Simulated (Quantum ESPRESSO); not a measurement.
# K(110), 5 layers: solver and mixing choices, part 2 of 4

Aim: which eigensolver and mixing brings K(110), 5 layers to self-consistency fastest, and whether the result stays the same.

Quantum ESPRESSO 7.5; plane-wave DFT, PBE, GBRV ultrasoft pseudopotentials.

So far. Step 2 (Ground state: david, local-TF mixing, beta 0.4, history …): Inside the slab this potential holds the local part of the pseudopotentials, which can be repulsive at the nuclei; only its value in the vacuum has a meaning of its own. Step 3 (SCF with pw.x: david, plain mixing, beta 0.4, history 8): Counted from each run's own zero (the Fermi level), the vacuum level differs from the first run's by -0 meV.

**4. Ground state: david, plain mixing, beta 0.7, history 8**

Input file c2.in:

```
&control
  prefix = 'c2'
  outdir = './out'
  pseudo_dir = './pseudo'
  calculation = 'scf'
  tprnfor = .true.
/
&system
  ibrav = 0
  nat = 5
  ntyp = 1
  ecutwfc = 40
  ecutrho = 200
  occupations = 'smearing'
  smearing = 'mv'
  degauss = 0.02
  assume_isolated = 'esm'
  esm_bc = 'bc1'
/
&electrons
  conv_thr = 1e-07
  mixing_beta = 0.7
  electron_maxstep = 80
  mixing_mode = 'plain'
  diagonalization = 'david'
  mixing_ndim = 8
/
ATOMIC_SPECIES
  K   39.0983  k_pbe_v1.4.uspp.F.UPF
CELL_PARAMETERS angstrom
  3.69816846560564 -2.61500000000000 0.00000000000000
  3.69816846560564 2.61500000000000 0.00000000000000
  0.00000000000000 0.00000000000000 30.79267386242257
ATOMIC_POSITIONS crystal
  K   0.000000000000 0.000000000000 -0.240197943324
  K   0.500000000000 0.500000000000 -0.120098971662
  K   0.000000000000 0.000000000000 0.000000000000
  K   0.500000000000 0.500000000000 0.120098971662
  K   0.000000000000 0.000000000000 0.240197943324
K_POINTS automatic
  6 6 1 0 0 0
```

Command:

```sh
$ OMP_NUM_THREADS=1 mpirun -n 4 pw.x -nk 2 -in c2.in > c2.out
```

What it wrote:

```text
[banner, memory and clock lines left out]
Program PWSCF v.7.5 starts
[...]
Message from routine setup:
[...]
number of electrons       =        45.00
     number of Kohn-Sham states=           28
     kinetic-energy cutoff     =      40.0000  Ry
     charge density cutoff     =     200.0000  Ry
[...]
number of k points=    13  Marzari-Vanderbilt smearing, width (Ry)=  0.0200
[...]
Dense  grid:   191989 G-vectors     FFT dimensions: (  40,  40, 270)
[...]
negative rho (up, down):  1.661E-04 0.000E+00
     Starting wfcs are   40 randomized atomic wfcs
[...]
estimated scf accuracy    <       0.72918321 Ry
[...]
estimated scf accuracy    <       0.10921806 Ry
[...]
estimated scf accuracy    <       6.64089918 Ry
[...]
estimated scf accuracy    <       0.02534845 Ry
[...]
estimated scf accuracy    <       0.03007540 Ry
[...]
estimated scf accuracy    <       0.03354895 Ry
[...]
negative rho (up, down):  1.045E-03 0.000E+00
[...]
estimated scf accuracy    <       0.11406203 Ry
[...]
negative rho (up, down):  1.660E-03 0.000E+00
[...]
estimated scf accuracy    <       0.04820197 Ry
[...]
negative rho (up, down):  1.066E-03 0.000E+00
[...]
estimated scf accuracy    <       0.04631057 Ry
[...]
negative rho (up, down):  7.280E-04 0.000E+00
[...]
estimated scf accuracy    <       0.01881237 Ry
[...]
negative rho (up, down):  1.574E-04 0.000E+00
[...]
estimated scf accuracy    <       0.00822289 Ry
[...]
negative rho (up, down):  1.949E-04 0.000E+00
[...]
estimated scf accuracy    <       0.00160451 Ry
[...]
negative rho (up, down):  6.909E-06 0.000E+00
[...]
estimated scf accuracy    <       0.00229856 Ry
[...]
negative rho (up, down):  1.632E-05 0.000E+00
[...]
estimated scf accuracy    <       0.00026674 Ry
[...]
negative rho (up, down):  1.339E-05 0.000E+00
[...]
estimated scf accuracy    <       0.00009039 Ry
[...]
negative rho (up, down):  1.205E-05 0.000E+00
[...]
estimated scf accuracy    <       0.00004110 Ry
[...]
negative rho (up, down):  1.170E-05 0.000E+00
[...]
estimated scf accuracy    <       0.00000441 Ry
[...]
negative rho (up, down):  1.150E-05 0.000E+00
[...]
estimated scf accuracy    <       0.00000568 Ry
[...]
negative rho (up, down):  1.095E-05 0.000E+00
[...]
estimated scf accuracy    <       0.00000233 Ry
[...]
negative rho (up, down):  1.081E-05 0.000E+00
[...]
estimated scf accuracy    <       0.00000058 Ry
[...]
negative rho (up, down):  1.074E-05 0.000E+00
[...]
estimated scf accuracy    <       0.00000123 Ry
[...]
negative rho (up, down):  1.101E-05 0.000E+00
[...]
estimated scf accuracy    <       0.00000049 Ry
[...]
negative rho (up, down):  1.150E-05 0.000E+00
[...]
estimated scf accuracy    <       0.00000036 Ry
[...]
negative rho (up, down):  1.140E-05 0.000E+00
[...]
estimated scf accuracy    <       0.00000159 Ry
[...]
negative rho (up, down):  1.053E-05 0.000E+00
[...]
estimated scf accuracy    <       0.00000145 Ry
[...]
negative rho (up, down):  1.075E-05 0.000E+00
[...]
estimated scf accuracy    <       0.00000013 Ry
[...]
negative rho (up, down):  1.056E-05 0.000E+00
[...]
estimated scf accuracy    <       0.00000013 Ry
[...]
negative rho (up, down):  1.039E-05 0.000E+00
[...]
the Fermi energy is    -2.3552 ev
!    total energy              =    -284.91987326 Ry
     estimated scf accuracy    <       0.00000004 Ry
     smearing contrib. (-TS)   =      -0.00329588 Ry
     internal energy E=F+TS    =    -284.91657738 Ry
[...]
one-electron contribution =    4033.30851830 Ry
     hartree contribution      =   -2021.83475511 Ry
     xc contribution           =     -44.81263685 Ry
     ewald contribution        =   -2251.57770372 Ry
     convergence has been achieved in  28 iterations
     negative rho (up, down):  1.039E-05 0.000E+00
[...]
Total force =     0.001692     Total SCF correction =     0.000843
[...]
```

It took 2.4 min on 4 MPI ranks of Arm Neoverse V2, shared host; peak memory 0.73 GiB; 9.4 min of CPU time.

The program's own clock; routines nest. Time by routine:

| routine | wall time (s) | calls |
| --- | --- | --- |
| PWSCF | 140.6 | 1 |
| electrons | 138.2 | 1 |
| c_bands | 117 | 28 |
| cegterg | 106.3 | 201 |
| h_psi | 76.22 | 2192 |
| fftw | 62.94 | 49928 |
| vloc_psi | 61.18 | 2192 |
| sum_band | 14.37 | 28 |
| calbec | 9.16 | 2416 |
| add_vuspsi | 7.46 | 2192 |
| s_psi | 7.37 | 2192 |
| h_psi:calbec | 7.36 | 2192 |
| newd | 4.51 | 29 |
| v_of_rho | 2 | 29 |

Counted from each run's own zero (the Fermi level), the vacuum level differs from the first run's by +0 meV.

**5. Self-consistent run: david, TF mixing, beta 0.4, history 8**

c3.in, as its differences from the input of step 4:

```diff
@@ -1,3 +1,3 @@
 &control
-  prefix = 'c2'
+  prefix = 'c3'
   outdir = './out'
@@ -21,5 +21,5 @@
   conv_thr = 1e-07
-  mixing_beta = 0.7
+  mixing_beta = 0.4
   electron_maxstep = 80
-  mixing_mode = 'plain'
+  mixing_mode = 'TF'
   diagonalization = 'david'
```

Command:

```sh
$ OMP_NUM_THREADS=1 mpirun -n 4 pw.x -nk 2 -in c3.in > c3.out
```

What it wrote:

```text
[banner, memory and clock lines left out]
Program PWSCF v.7.5 starts
[...]
Message from routine setup:
[...]
number of electrons       =        45.00
     number of Kohn-Sham states=           28
     kinetic-energy cutoff     =      40.0000  Ry
     charge density cutoff     =     200.0000  Ry
[...]
number of k points=    13  Marzari-Vanderbilt smearing, width (Ry)=  0.0200
[...]
Dense  grid:   191989 G-vectors     FFT dimensions: (  40,  40, 270)
[...]
negative rho (up, down):  1.661E-04 0.000E+00
     Starting wfcs are   40 randomized atomic wfcs
[...]
negative rho (up, down):  1.302E-03 0.000E+00
[...]
estimated scf accuracy    <       0.72918321 Ry
[...]
negative rho (up, down):  1.222E-02 0.000E+00
[...]
estimated scf accuracy    <       0.40861436 Ry
[...]
negative rho (up, down):  1.460E-02 0.000E+00
[...]
estimated scf accuracy    <       0.03609637 Ry
[...]
negative rho (up, down):  1.781E-02 0.000E+00
[...]
estimated scf accuracy    <       0.01761577 Ry
[...]
negative rho (up, down):  1.971E-02 0.000E+00
[...]
estimated scf accuracy    <       0.03704954 Ry
[...]
negative rho (up, down):  2.018E-02 0.000E+00
[...]
estimated scf accuracy    <       0.02857807 Ry
[...]
negative rho (up, down):  2.051E-02 0.000E+00
[...]
estimated scf accuracy    <       0.00618278 Ry
[...]
negative rho (up, down):  1.985E-02 0.000E+00
[...]
estimated scf accuracy    <       0.02255313 Ry
[...]
negative rho (up, down):  1.964E-02 0.000E+00
[...]
estimated scf accuracy    <       0.03727512 Ry
[...]
negative rho (up, down):  1.908E-02 0.000E+00
[...]
estimated scf accuracy    <       0.01677437 Ry
[...]
negative rho (up, down):  1.855E-02 0.000E+00
[...]
estimated scf accuracy    <       0.03026336 Ry
[...]
negative rho (up, down):  1.612E-02 0.000E+00
[...]
estimated scf accuracy    <       0.01079160 Ry
[...]
negative rho (up, down):  1.899E-02 0.000E+00
[...]
estimated scf accuracy    <       0.00177320 Ry
[...]
negative rho (up, down):  1.825E-02 0.000E+00
[...]
estimated scf accuracy    <       0.00426256 Ry
[...]
negative rho (up, down):  2.108E-02 0.000E+00
[...]
estimated scf accuracy    <       0.00801348 Ry
[...]
negative rho (up, down):  1.873E-02 0.000E+00
[...]
estimated scf accuracy    <       0.00074809 Ry
[...]
negative rho (up, down):  1.743E-02 0.000E+00
[...]
estimated scf accuracy    <       0.00026195 Ry
[...]
negative rho (up, down):  1.686E-02 0.000E+00
[...]
estimated scf accuracy    <       0.00043009 Ry
[...]
negative rho (up, down):  8.743E-03 0.000E+00
[...]
estimated scf accuracy    <       0.00030246 Ry
[...]
negative rho (up, down):  7.283E-03 0.000E+00
[...]
estimated scf accuracy    <       0.00031385 Ry
[...]
negative rho (up, down):  4.768E-03 0.000E+00
[...]
estimated scf accuracy    <       0.00008801 Ry
[...]
negative rho (up, down):  1.111E-03 0.000E+00
[...]
estimated scf accuracy    <       0.00008843 Ry
[...]
negative rho (up, down):  4.409E-04 0.000E+00
[...]
estimated scf accuracy    <       0.00002801 Ry
[...]
negative rho (up, down):  5.236E-04 0.000E+00
[...]
estimated scf accuracy    <       0.00000318 Ry
[...]
negative rho (up, down):  4.913E-04 0.000E+00
[...]
estimated scf accuracy    <       0.00000303 Ry
[...]
negative rho (up, down):  2.054E-04 0.000E+00
[...]
estimated scf accuracy    <       0.00000103 Ry
[...]
negative rho (up, down):  1.422E-04 0.000E+00
[...]
estimated scf accuracy    <       0.00000061 Ry
[...]
negative rho (up, down):  3.056E-05 0.000E+00
[...]
estimated scf accuracy    <       0.00000017 Ry
[...]
negative rho (up, down):  1.051E-05 0.000E+00
[...]
the Fermi energy is    -2.3561 ev
!    total energy              =    -284.91987313 Ry
     estimated scf accuracy    <       0.00000005 Ry
     smearing contrib. (-TS)   =      -0.00329614 Ry
     internal energy E=F+TS    =    -284.91657699 Ry
[...]
one-electron contribution =    4033.30902130 Ry
     hartree contribution      =   -2021.83533631 Ry
     xc contribution           =     -44.81255827 Ry
     ewald contribution        =   -2251.57770372 Ry
     convergence has been achieved in  29 iterations
     negative rho (up, down):  1.051E-05 0.000E+00
[...]
Total force =     0.000394     Total SCF correction =     0.000087
[...]
```

Elapsed: 2.4 min, on 4 MPI ranks; peak memory 1.1 GiB.

Read from the output:

| Property | Result |
| --- | --- |
| Fermi energy | -2.356 eV |
| vacuum line at the lower end of the cell, over the Fermi level | 2.356 eV |
| vacuum line at the upper end of the cell, over the Fermi level | 2.356 eV |

The program's own clock; routines nest. Time by routine:

```csv
routine,wall time (s),calls
PWSCF,142.1,1
electrons,139.7,1
c_bands,117.6,29
cegterg,107.8,204
h_psi,77.4,2259
fftw,64.05,50830
vloc_psi,62.16,2259
sum_band,14.93,29
calbec,9.32,2490
add_vuspsi,7.56,2259
s_psi,7.46,2259
h_psi:calbec,7.46,2259
newd,4.67,30
v_of_rho,2.1,30
```

Counted from each run's own zero (the Fermi level), the vacuum level differs from the first run's by +1 meV.

**6. SCF with pw.x: david, local-TF mixing, beta 0.7, history 8**

c4.in, as its differences from the input of step 5:

```diff
@@ -1,3 +1,3 @@
 &control
-  prefix = 'c3'
+  prefix = 'c4'
   outdir = './out'
@@ -21,5 +21,5 @@
   conv_thr = 1e-07
-  mixing_beta = 0.4
+  mixing_beta = 0.7
   electron_maxstep = 80
-  mixing_mode = 'TF'
+  mixing_mode = 'local-TF'
   diagonalization = 'david'
```

Command:

```sh
$ OMP_NUM_THREADS=1 mpirun -n 4 pw.x -nk 2 -in c4.in > c4.out
```

What it wrote:

```text
[banner, memory and clock lines left out]
Program PWSCF v.7.5 starts
[...]
Message from routine setup:
[...]
number of electrons       =        45.00
     number of Kohn-Sham states=           28
     kinetic-energy cutoff     =      40.0000  Ry
     charge density cutoff     =     200.0000  Ry
[...]
number of k points=    13  Marzari-Vanderbilt smearing, width (Ry)=  0.0200
[...]
Dense  grid:   191989 G-vectors     FFT dimensions: (  40,  40, 270)
[...]
negative rho (up, down):  1.661E-04 0.000E+00
     Starting wfcs are   40 randomized atomic wfcs
[...]
negative rho (up, down):  9.303E-03 0.000E+00
[...]
estimated scf accuracy    <       0.72918321 Ry
[...]
negative rho (up, down):  4.331E-02 0.000E+00
[...]
estimated scf accuracy    <       0.36875962 Ry
[...]
negative rho (up, down):  4.330E-02 0.000E+00
[...]
estimated scf accuracy    <       0.02972453 Ry
[...]
negative rho (up, down):  6.549E-02 0.000E+00
[...]
estimated scf accuracy    <       0.06474850 Ry
[...]
negative rho (up, down):  3.989E-02 0.000E+00
[...]
estimated scf accuracy    <       0.81656949 Ry
[...]
negative rho (up, down):  3.041E-02 0.000E+00
[...]
estimated scf accuracy    <       0.03298953 Ry
[...]
negative rho (up, down):  1.713E-02 0.000E+00
[...]
estimated scf accuracy    <       0.00797766 Ry
[...]
negative rho (up, down):  1.594E-02 0.000E+00
[...]
estimated scf accuracy    <       0.23472395 Ry
[...]
negative rho (up, down):  9.390E-03 0.000E+00
[...]
estimated scf accuracy    <       0.26441580 Ry
[...]
negative rho (up, down):  5.819E-03 0.000E+00
[...]
estimated scf accuracy    <       0.22464738 Ry
[...]
negative rho (up, down):  3.909E-03 0.000E+00
[...]
estimated scf accuracy    <       0.18913363 Ry
[...]
negative rho (up, down):  2.294E-02 0.000E+00
[...]
estimated scf accuracy    <       0.18776509 Ry
[...]
negative rho (up, down):  2.079E-02 0.000E+00
[...]
estimated scf accuracy    <       0.15307759 Ry
[...]
negative rho (up, down):  2.036E-02 0.000E+00
[...]
estimated scf accuracy    <       0.22502694 Ry
[...]
negative rho (up, down):  1.054E-02 0.000E+00
[...]
estimated scf accuracy    <       0.26957517 Ry
[...]
negative rho (up, down):  1.068E-03 0.000E+00
[...]
estimated scf accuracy    <       0.07855452 Ry
[...]
negative rho (up, down):  3.224E-03 0.000E+00
[...]
estimated scf accuracy    <       0.01800082 Ry
[...]
negative rho (up, down):  7.615E-04 0.000E+00
[...]
estimated scf accuracy    <       0.00052352 Ry
[...]
negative rho (up, down):  5.311E-04 0.000E+00
[...]
estimated scf accuracy    <       0.00092669 Ry
[...]
negative rho (up, down):  7.303E-05 0.000E+00
[...]
estimated scf accuracy    <       0.00030202 Ry
[...]
negative rho (up, down):  1.953E-05 0.000E+00
[...]
estimated scf accuracy    <       0.00013115 Ry
[...]
negative rho (up, down):  7.335E-06 0.000E+00
[...]
estimated scf accuracy    <       0.00006636 Ry
[...]
negative rho (up, down):  1.524E-05 0.000E+00
[...]
estimated scf accuracy    <       0.00001919 Ry
[...]
negative rho (up, down):  6.177E-06 0.000E+00
[...]
estimated scf accuracy    <       0.00000299 Ry
[...]
negative rho (up, down):  4.482E-06 0.000E+00
[...]
estimated scf accuracy    <       0.00000205 Ry
[...]
negative rho (up, down):  3.107E-06 0.000E+00
[...]
estimated scf accuracy    <       0.00000186 Ry
[...]
negative rho (up, down):  3.911E-06 0.000E+00
[...]
estimated scf accuracy    <       0.00000089 Ry
[...]
negative rho (up, down):  1.008E-05 0.000E+00
[...]
the Fermi energy is    -2.3569 ev
!    total energy              =    -284.91987322 Ry
     estimated scf accuracy    <       0.00000005 Ry
     smearing contrib. (-TS)   =      -0.00329575 Ry
     internal energy E=F+TS    =    -284.91657748 Ry
[...]
one-electron contribution =    4033.30022966 Ry
     hartree contribution      =   -2021.82618748 Ry
     xc contribution           =     -44.81291594 Ry
     ewald contribution        =   -2251.57770372 Ry
     convergence has been achieved in  28 iterations
     negative rho (up, down):  1.008E-05 0.000E+00
[...]
Total force =     0.000133     Total SCF correction =     0.000430
[...]
```

Elapsed: 3 min, on 4 MPI ranks; peak memory 0.6 GiB; 12 min of CPU time.

Read from the output:

| Item | Value |
| --- | --- |
| Fermi energy | -2.357 eV |
| vacuum line at the lower end of the cell, over the Fermi level | 2.357 eV |
| vacuum line at the upper end of the cell, over the Fermi level | 2.357 eV |

The program's own clock; routines nest. Time by routine:

| routine | wall time (s) | calls |
| --- | --- | --- |
| PWSCF | 182 | 1 |
| electrons | 179.6 | 1 |
| c_bands | 147.3 | 28 |
| cegterg | 134.9 | 203 |
| h_psi | 96.55 | 1971 |
| fftw | 79.14 | 61802 |
| vloc_psi | 78.56 | 1971 |
| sum_band | 14.55 | 28 |
| mix_rho | 11.18 | 28 |
| calbec | 10.69 | 2195 |
| h_psi:calbec | 8.88 | 1971 |
| add_vuspsi | 8.85 | 1971 |
| s_psi | 8.8 | 1971 |
| ffts | 6.2 | 3344 |

Counted from each run's own zero (the Fermi level), the vacuum level differs from the first run's by +2 meV.

[end of part 2 of 4]

[Logs are printed without paths, hosts, clocks, repeated set-up lines and the standing remarks that a program may print on its own settings, such as how far it seeks lower states.]

[Hosts, paths, dates, database ids (printed as entryN), source tags and the programs' standing remarks are cut or masked in the printed files.]

[Maps of the electrostatic potential energy from Ansatz leave out the sawtooth potential of an applied field or a dipole correction, so their vacuum need not be flat; planar profiles and work functions include it.]
